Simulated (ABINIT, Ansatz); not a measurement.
# SrTiO3 (Tausonite): G0W0 on several meshes in ABINIT

Aim: the GW shift of SrTiO3 (Tausonite) against the k mesh.

Main program and level: ABINIT 10.8.3; PBE and many-body steps on it, plane waves.

Most raw output is cut from this account.

## Step 1: The structure

It takes space group Pm-3m (No. 221, cubic). The conventional cell has a = 3.905 Å, b = 3.905 Å, c = 3.905 Å, α = 90.00°, β = 90.00°, γ = 90.00°. Sr has 12 O at 2.76 Å nearest. Nearest to Ti lie 6 O at 1.95 Å. O has 2 Ti at 1.95 Å and 4 Sr at 2.76 Å nearest. Farther neighbours and most contacts between anions are not listed.

The cell and positions come from the Crystallography Open Database and are kept as given unless a step says otherwise.

## Step 2: Empty states on the mesh, 4×4×4 mesh, 562 bands

This step: ABINIT 10.8.3; DFT, PBE, plane waves, norm-conserving pseudopotentials.

The sums over transitions need many empty states on a uniform mesh; this step solves for them.

File run.abi:

```
acell 3*1.0 Angstrom
rprim 
  3.905280000000 0.000000000000 0.000000000000
  0.000000000000 3.905280000000 0.000000000000
  0.000000000000 0.000000000000 3.905280000000
ntypat 3
znucl 38 22 8
natom 5
typat 1 2 3 3 3
xred 
  0.500000000000 0.500000000000 0.500000000000
  0.000000000000 0.000000000000 0.000000000000
  0.500000000000 0.000000000000 0.000000000000
  0.000000000000 0.500000000000 0.000000000000
  0.000000000000 0.000000000000 0.500000000000
pp_dirpath "pseudos"
pseudos "Sr.upf, Ti.upf, O.upf"
ecut 38
ngkpt 4 4 4
nshiftk 1
shiftk 0 0 0
kptopt 1
chksymbreak 0
irdden 1
istwfk *1
nband 562
prtvol 0
optdriver 6
gwr_task "HDIAGO"
paral_kgb 0
occopt 1
indata_prefix "in"
outdata_prefix "out"
tmpdata_prefix "tmp"
```

Run with:

```
OMP_NUM_THREADS=1 mpirun -n 8 abinit run.abi > log
```

It took 3.5 min on 8 MPI ranks of Arm Neoverse N1, shared host; peak memory 9.4 GiB; 28 min of CPU time.

Numbers from this step:

- gap: 1.908 eV
- k of the valence top: 0.5, 0.5, 0.5
- k of the conduction bottom: 0, 0, 0
- least direct gap: 2.263 eV
- k points computed: 10
- lowest point of the top converged band, above the valence top: 233.8938 eV

On this mesh the gap is 1.908 eV.

The density comes from a self-consistent run that is not shown.

## Step 3: Screening, 4×4×4 mesh, 238 bands, screening to 212.2 eV

The RPA dielectric matrix is built and inverted for each q.

This step: RPA screening on PBE, plane waves, norm-conserving pseudopotentials.

Changes to run.abi since step 2:

```diff
@@ -23,10 +23,11 @@
 chksymbreak 0
-irdden 1
 istwfk *1
-nband 562
-prtvol 0
-optdriver 6
-gwr_task "HDIAGO"
-paral_kgb 0
 occopt 1
+irdwfk 1
+optdriver 3
+nband 238
+ecuteps 7.8
+inclvkb 2
+awtr 1
+symchi 1
 indata_prefix "in"
```

Run time: 4.7 min. Hardware: 8 MPI ranks; peak memory 2.8 GiB; 37 min of CPU time.

This step gave:

- ε∞ with local fields, on this mesh, along the program's q direction: 6.389
- the same without local fields: 6.777
- plasma frequency: 30.43 eV
- plane waves in the screening matrix: 437

Local fields lower ε∞ by 6 %. On a Γ-centred mesh this coarse the value itself is usually too large, while a short band sum pulls it down.

## Step 4: 4×4×4

The self-energy is evaluated for the states that the input lists, and the levels follow from it, in one-shot runs by the linearised quasiparticle equation.

This step: G0W0 on PBE, plane waves, norm-conserving pseudopotentials.

Changes to run.abi since step 3:

```diff
@@ -26,8 +26,17 @@
 irdwfk 1
-optdriver 3
+optdriver 4
 nband 238
+gwcalctyp 0
+ecutsigx 38
+symsigma 1
+nkptgw 2
+kptgw 
+  0.5000000000 0.5000000000 0.5000000000
+  0.0000000000 0.0000000000 0.0000000000
+bdgw 
+  18 23
+  18 23
 ecuteps 7.8
-inclvkb 2
-awtr 1
-symchi 1
+irdscr 1
+ppmodel 1
 indata_prefix "in"
```

It took 62 s on 8 MPI ranks; peak memory 2.9 GiB.

Numbers from this step:

```
G0W0 gap on the points computed              : 3.478 eV
starting gap on the mesh                     : 1.908 eV
k of the valence top                         : 0.5, 0.5, 0.5
k of the conduction bottom                   : 0, 0, 0
Z at the valence top                         : 0.766
Z at the conduction bottom                   : 0.78
least direct G0W0 gap on the computed points : 3.854 eV
```

The gap on the mesh goes from 1.91 eV to 3.48 eV, a correction of +1.57 eV.

## Step 5: Empty states on the mesh, 6×6×6 mesh, 246 bands

This step: DFT, PBE, plane waves, norm-conserving pseudopotentials.

Changes to run.abi since step 4:

```diff
@@ -18,3 +18,3 @@
 ecut 38
-ngkpt 4 4 4
+ngkpt 6 6 6
 nshiftk 1
@@ -23,20 +23,10 @@
 chksymbreak 0
+irdden 1
 istwfk *1
+nband 246
+prtvol 0
+optdriver 6
+gwr_task "HDIAGO"
+paral_kgb 0
 occopt 1
-irdwfk 1
-optdriver 4
-nband 238
-gwcalctyp 0
-ecutsigx 38
-symsigma 1
-nkptgw 2
-kptgw 
-  0.5000000000 0.5000000000 0.5000000000
-  0.0000000000 0.0000000000 0.0000000000
-bdgw 
-  18 23
-  18 23
-ecuteps 7.8
-irdscr 1
-ppmodel 1
 indata_prefix "in"
```

Elapsed: 5 min, on 8 MPI ranks; peak memory 9.3 GiB; 40 min of CPU time.

This step gave:

```yaml
gap: 1.908 eV
k_of_the_valence_top: 0.5, 0.5, 0.5
k_of_the_conduction_bottom: 0, 0, 0
least_direct_gap: 2.263 eV
k_points_computed: 20
lowest_point_of_the_top_converged_band_above_the_valence_top: 124.7384 eV
```

On this mesh the gap is 1.908 eV.

## Step 6: Screening, 6×6×6 mesh, 238 bands, screening to 212.2 eV

This step: RPA screening on PBE, plane waves, norm-conserving pseudopotentials.

Changes to run.abi since step 5:

```diff
@@ -23,10 +23,11 @@
 chksymbreak 0
-irdden 1
 istwfk *1
-nband 246
-prtvol 0
-optdriver 6
-gwr_task "HDIAGO"
-paral_kgb 0
 occopt 1
+irdwfk 1
+optdriver 3
+nband 238
+ecuteps 7.8
+inclvkb 2
+awtr 1
+symchi 1
 indata_prefix "in"
```

Elapsed: 29 min, on 8 MPI ranks; peak memory 5 GiB.

Numbers from this step:

```
ε∞ with local fields, on this mesh, along the program's q direction : 5.971
the same without local fields                                       : 6.346
plasma frequency                                                    : 30.43 eV
plane waves in the screening matrix                                 : 437
```

## Step 7: 6×6×6

This step: G0W0 on PBE, plane waves, norm-conserving pseudopotentials.

Changes to run.abi since step 6:

```diff
@@ -26,8 +26,17 @@
 irdwfk 1
-optdriver 3
+optdriver 4
 nband 238
+gwcalctyp 0
+ecutsigx 38
+symsigma 1
+nkptgw 2
+kptgw 
+  0.5000000000 0.5000000000 0.5000000000
+  0.0000000000 0.0000000000 0.0000000000
+bdgw 
+  18 23
+  18 23
 ecuteps 7.8
-inclvkb 2
-awtr 1
-symchi 1
+irdscr 1
+ppmodel 1
 indata_prefix "in"
```

It took 2 min on 8 MPI ranks; peak memory 5.1 GiB.

Numbers from this step:

```
G0W0 gap on the points computed              : 3.484 eV
starting gap on the mesh                     : 1.908 eV
k of the valence top                         : 0.5, 0.5, 0.5
k of the conduction bottom                   : 0, 0, 0
Z at the valence top                         : 0.766
Z at the conduction bottom                   : 0.78
least direct G0W0 gap on the computed points : 3.851 eV
```

Against G0W0 in ABINIT (4×4×4 mesh, 238 bands, screening to 212.2 eV, Godby-Needs plasmon pole), the gap moves by +0.006 eV.

## Step 8: The runs together

Times are wall times on 8 MPI ranks of Arm Neoverse N1, shared host, good to a factor of about two. A run's time includes the screening step that it read.

| run | mesh | bands | screening cutoff (eV) | DFT gap (eV) | gap on the mesh (eV) | direct (eV) | ε∞ used | time |
| --- | --- | --- | --- | --- | --- | --- | --- | --- |
| 4×4×4 | 4×4×4 | 238 | 212.2 | 1.908 | 3.478 | 3.854 | 6.39 | 5.7 min |
| 6×6×6 | 6×6×6 | 238 | 212.2 | 1.908 | 3.484 | 3.851 | 5.97 | 31 min |

## Step 9: Outcome

| Property | Result |
| --- | --- |
| 4×4×4 | 3.478 eV |
| 6×6×6 | 3.484 eV |
| known limits | not at the basis limit; no spin-orbit coupling; coarse k mesh |

**Reading.** 6×6×6: +0.006 eV against 4×4×4. Bands and cutoff are finite, so the gap is not at the basis limit. The miss can reach some tenths of an eV and take either sign; the mesh is an error of its own. In the first G0W0 run levels were corrected at 2 k points alone, so a gap called «on the mesh» is the least over those, and an edge elsewhere would be missed. The 4×4×4 mesh is coarse for this cell, which bears on the long-range parts of exchange and screening. This is the ideal cubic cell; many perovskites, halides above all, are cubic only on average, and local tilts or off-centring can widen the gap. The many-body steps are scalar-relativistic: spin-orbit coupling is not in them.

[Paths, hosts, dates, memory and timing lines, banners, echoed tables and standing remarks are left out of the program output.]

[Logs are printed without paths, hosts, clocks, repeated set-up lines and the standing remarks that a program may print on its own settings, such as how far it seeks lower states.]

[Runs of the session that timed out or met a known fault of the program may be left out.]

[No measured gap is set beside runs whose start may be inverted or whose files or cutoffs have a known fault.]

[Hosts, paths, dates, database ids (printed as entryN), source tags and the programs' standing remarks are cut or masked in the printed files.]

[G0W0 gaps are taken among the corrected bands and points alone; a level outside them can change the order at an edge.]

[Where Ansatz stands beside ABINIT at settings called matched, ABINIT's density can come from a denser mesh and the files from another edition; pairs whose starting gaps differed by over 0.03 eV were left out, so agreement reads better than it is.]
